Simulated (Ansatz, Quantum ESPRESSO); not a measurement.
# BP (F-43m): from the cell to the phonon bands, part 3 of 5

How does BP (F-43m) vibrate, and is this structure a minimum?

Quantum ESPRESSO 7.5; DFT LDA, scalar-relativistic, plane waves, PseudoDojo norm-conserving pseudopotentials.

So far, highest frequency (cm⁻¹): step 7 (interpolated phonon bands) 829. The relaxed cell has a = 4.487 Å (conventional setting).

### 9. Modes with the sum rule

A rigid shift of the crystal must cost nothing, but grids and finite bases break this; the acoustic sum rule is imposed before the matrix is diagonalised again. With Born charges the intensities follow, and the static dielectric tensor.

Input file dynmat.in:

```
 &input
    fildyn='x.dyn1',
    asr='simple',
    fileig='dynmat.eig',
    lperm=.true.,
 /
```

Command:

```console
$ dynmat.x -in dynmat.in > dynmat.out
```

Numbers of over 12 decimals in the logs are rounded to 6 here.

Log:

```text
[banner, memory and clock lines left out]
Program DYNMAT v.7.5

     Reading Dynamical Matrix from file x.dyn1
     ...Force constants read
     ...epsilon and Z* read
     A direction for q was not specified:TO-LO splitting will be absent

     Polarizability (A^3 units)
     multiply by 0.268834 for Clausius-Mossotti correction
        14.662174   -0.000000    0.000000
        -0.000000   14.662174    0.000000
         0.000000    0.000000   14.662174

     IR activities are in (D/A)^2/amu units

# mode   [cm-1]    [THz]      IR
    1     -0.00   -0.0000    0.0000
    2      0.00    0.0000    0.0000
    3      0.00    0.0000    0.0000
    4    821.35   24.6236    1.1937
    5    821.35   24.6236    1.1937
    6    821.35   24.6236    1.1937

Electronic dielectric permittivity tensor (relative, adimensional)
         9.159322   -0.000000    0.000000
        -0.000000    9.159322    0.000000
         0.000000    0.000000    9.159322

 ... with zone-center polar mode contributions
         9.326438    0.000000    0.000000
         0.000000    9.326438    0.000000
         0.000000    0.000000    9.326438
```

It took 0.67 s on 1 thread of Intel Xeon at 2.70GHz, shared host.

Read from the output:

* mean static dielectric constant: 9.326

Unit eigenvectors of the mass-weighted matrix after the sum rule; no LO-TO term. The modes at Γ (shares of kinetic energy by element, %):

```
mode  frequency (cm⁻¹)  symmetry  B %  P %
   1               0.0  acoustic   26   74
   2               0.0  acoustic   26   74
   3               0.0  acoustic   26   74
   4             821.4        T2   74   26
   5             821.4        T2   74   26
   6             821.4        T2   74   26
```

Displacements in mode 5 (821.4 cm⁻¹), the largest set to 1:
```
B1   0.32  1.00  0.00
P2  -0.11 -0.35  0.00
```

Degenerate modes summed, no LO-TO term. Infrared lines, with heights relative to the strongest:

```csv
position (cm⁻¹),lines merged,label,"IR intensity, relative"
821,3,T2,100
```

Static dielectric tensor (ions relaxed, fixed cell):

```
9.33 0.00 0.00
0.00 9.33 0.00
0.00 0.00 9.33
```

The rule moves no optical mode by more than 0.1 cm⁻¹.

### 10. Sum rules set otherwise (asr crystal)

The rule can be imposed in more than one way; the choices should agree where the raw error is small.

Input file dynmat.in:

```
 &input
    fildyn='x.dyn1',
    asr='crystal',
    fileig='dynmat.eig',
    lperm=.true.,
 /
```

Command:

```console
$ dynmat.x -in dynmat.in > dynmat.out
```

Log:

```text
[banner, memory and clock lines left out]
Program DYNMAT v.7.5

     Reading Dynamical Matrix from file x.dyn1
     ...Force constants read
     ...epsilon and Z* read
     Acoustic Sum Rule: || Z*(ASR) - Z*(orig)|| =    4.457394E-03
     Acoustic Sum Rule: ||dyn(ASR) - dyn(orig)||=    3.245366E-06
     A direction for q was not specified:TO-LO splitting will be absent

     Polarizability (A^3 units)
     multiply by 0.268834 for Clausius-Mossotti correction
        14.662174   -0.000000    0.000000
        -0.000000   14.662174    0.000000
         0.000000    0.000000   14.662174

     IR activities are in (D/A)^2/amu units

# mode   [cm-1]    [THz]      IR
    1     -0.00   -0.0000    0.0000
    2      0.00    0.0000    0.0000
    3      0.00    0.0000    0.0000
    4    821.35   24.6236    1.1937
    5    821.35   24.6236    1.1937
    6    821.35   24.6236    1.1937

Electronic dielectric permittivity tensor (relative, adimensional)
         9.159322   -0.000000    0.000000
        -0.000000    9.159322    0.000000
         0.000000    0.000000    9.159322

 ... with zone-center polar mode contributions
         9.326438   -0.000000    0.000000
        -0.000000    9.326438    0.000000
         0.000000    0.000000    9.326438
```

Wall time 0.65 s (1 thread).

Zone-centre frequencies as printed; negative means imaginary. Modes:

| mode | frequency (cm⁻¹) |
| --- | --- |
| 1 | 0 |
| 2 | 0 |
| 3 | 0 |
| 4 | 821.4 |
| 5 | 821.4 |
| 6 | 821.4 |

Against the first rule no mode moves by more than 0.1 cm⁻¹.

### 11. Sum rules set otherwise (asr no)

Without the rule the raw error of the acoustic modes shows.

Input file dynmat.in:

```
 &input
    fildyn='x.dyn1',
    asr='no',
    fileig='dynmat.eig',
    lperm=.true.,
 /
```

Command:

```console
$ dynmat.x -in dynmat.in > dynmat.out
```

Log:

```text
[banner, memory and clock lines left out]
Program DYNMAT v.7.5

     Reading Dynamical Matrix from file x.dyn1
     ...Force constants read
     ...epsilon and Z* read
     A direction for q was not specified:TO-LO splitting will be absent

     Polarizability (A^3 units)
     multiply by 0.268834 for Clausius-Mossotti correction
        14.662174   -0.000000    0.000000
        -0.000000   14.662174    0.000000
         0.000000    0.000000   14.662174

     IR activities are in (D/A)^2/amu units

# mode   [cm-1]    [THz]      IR
    1     -0.65   -0.0194    0.0000
    2     -0.65   -0.0194    0.0000
    3     -0.65   -0.0194    0.0000
    4    821.35   24.6236    1.1969
    5    821.35   24.6236    1.1969
    6    821.35   24.6236    1.1969

Electronic dielectric permittivity tensor (relative, adimensional)
         9.159322   -0.000000    0.000000
        -0.000000    9.159322    0.000000
         0.000000    0.000000    9.159322

 ... with zone-center polar mode contributions
         9.326895   -0.000000    0.000000
        -0.000000    9.326895    0.000000
         0.000000    0.000000    9.326895
```

Run time: 0.66 s. Hardware: 1 thread.

Read from the output:

```
mean static dielectric constant : 9.327
```

Zone-centre frequencies as printed; negative means imaginary. Modes:

```csv
mode,frequency (cm⁻¹)
1,-0.65
2,-0.65
3,-0.65
4,821.4
5,821.4
6,821.4
```

Against the first rule no mode moves by more than 0.7 cm⁻¹.

### 12. The LO-TO splitting (1 0 0)

A longitudinal polar mode sets up a macroscopic field that stiffens it; the term hangs on the direction from which q goes to zero.

Input file dynmat.in:

```
 &input
    fildyn='x.dyn1',
    asr='simple',
    fileig='dynmat.eig',
    q(1)=1.0,
    q(2)=0.0,
    q(3)=0.0,
 /
```

Command:

```console
$ dynmat.x -in dynmat.in > dynmat.out
```

Log:

```text
[banner, memory and clock lines left out]
Program DYNMAT v.7.5

     Reading Dynamical Matrix from file x.dyn1
     ...Force constants read
     ...epsilon and Z* read

     Polarizability (A^3 units)
     multiply by 0.268834 for Clausius-Mossotti correction
        14.662174   -0.000000    0.000000
        -0.000000   14.662174    0.000000
         0.000000    0.000000   14.662174

     IR activities are in (D/A)^2/amu units

# mode   [cm-1]    [THz]      IR
    1     -0.00   -0.0000    0.0000
    2      0.00    0.0000    0.0000
    3      0.00    0.0000    0.0000
    4    821.35   24.6236    1.1937
    5    821.35   24.6236    1.1937
    6    828.81   24.8472    1.1937
```

The job ended after 0.62 s (1 thread).

Read from the output:

* highest mode moved by the LO-TO term: 828.8 cm⁻¹

Zone-centre frequencies as printed; negative means imaginary. Modes:

| mode | frequency (cm⁻¹) |
| --- | --- |
| 1 | 0 |
| 2 | 0 |
| 3 | 0 |
| 4 | 821.4 |
| 5 | 821.4 |
| 6 | 828.8 |

The field moves one mode, from 821 to 829 cm⁻¹; the others stay.

### 13. The dispersion under another sum rule (asr all)

The sum rule corrects the force constants themselves, so it can shift branches at any wavevector, low ones most.

Input file matdyn.in:

```
 &input
    asr='all',
    flfrc='x.fc',
    flfrq='x.freq',
    flvec='x.modes',
    q_in_band_form=.true.,
    q_in_cryst_coord=.true.,
 /
8
  0.0000000   0.0000000   0.0000000   8  ! GAMMA
  0.0000000   0.5000000   0.5000000   8  ! X
  0.0000000   0.6250000   0.3750000   1  ! U
 -0.3750000   0.3750000   0.0000000   8  ! K
  0.0000000   0.0000000   0.0000000   8  ! GAMMA
  0.0000000   0.5000000  -0.0000000   8  ! L
 -0.2500000   0.5000000   0.2500000   8  ! W
  0.0000000   0.5000000   0.5000000   1  ! X
```

Command:

```console
$ matdyn.x -in matdyn.in > matdyn.out
```

Log:

```text
[banner, memory and clock lines left out]
Program MATDYN v.7.5

 mass for atomic type   1 not given; uses mass from file x.fc
 mass for atomic type   2 not given; uses mass from file x.fc

     WARNING: To use asr = 'all' for infrared-active solids, i.e., solids with nonzero
     Born effective charge, one must set read_lr = .true. in the matdyn.x input. Also,
     the flfrc file must have been constructed with write_lr = .true. in the q2r.x input.
     If the system is infrared inactive and you have nonzero Born effective charge due to
     numerical noise, you can ignore this warning.

 Norm of the difference between old and new effective charges:    1.78e-17

 Huang before:    1   1   1   2,   residual stress:   3.632e-13
 Huang before:    1   1   1   3,   residual stress:   7.633e-13
 Huang before:    1   1   2   2,   residual stress:  -6.748e-13
 Huang before:    1   1   2   3,   residual stress:  -2.37017e-11
 Huang before:    1   1   3   3,   residual stress:  -1.3331e-12
 Huang before:    1   2   1   3,   residual stress:   2.061e-13
 Huang before:    1   2   2   2,   residual stress:  -1.691e-12
 Huang before:    1   2   2   3,   residual stress:   1.366e-13
 Huang before:    1   2   3   3,   residual stress:  -2.45196e-11
 Huang before:    1   3   2   2,   residual stress:  -2.36698e-11
 Huang before:    1   3   2   3,   residual stress:   1.54e-14
 Huang before:    1   3   3   3,   residual stress:  -7.564e-13
 Huang before:    2   2   2   3,   residual stress:  -7.503e-13
 Huang before:    2   2   3   3,   residual stress:   1.3429e-12
 Huang before:    2   3   3   3,   residual stress:   7.382e-13

 Norm of the difference between old and new force-constants:   4.05671e-07

   You are using asr="all", please consider citing C. Lin, S. Ponc\'e and N. Marzari, npj Comput Mater 8, 236 (2022).
```

The job ended after 0.66 s (1 thread).

At the labelled points the branches move by no more than 0.1 cm⁻¹. The log warns that this rule wants the long-range part of the force constants stored apart (write_lr, read_lr) in a polar crystal, which was not done.

(Part 3 of 5 ends here.)

[Host names and launcher messages were left out of these logs when they were recorded.]

[Logs are printed without paths, hosts, clocks, repeated set-up lines and the standing remarks that a program may print on its own settings, such as how far it seeks lower states.]

[Hosts, paths, dates, database ids (printed as entryN), source tags and the programs' standing remarks are cut or masked in the printed files.]
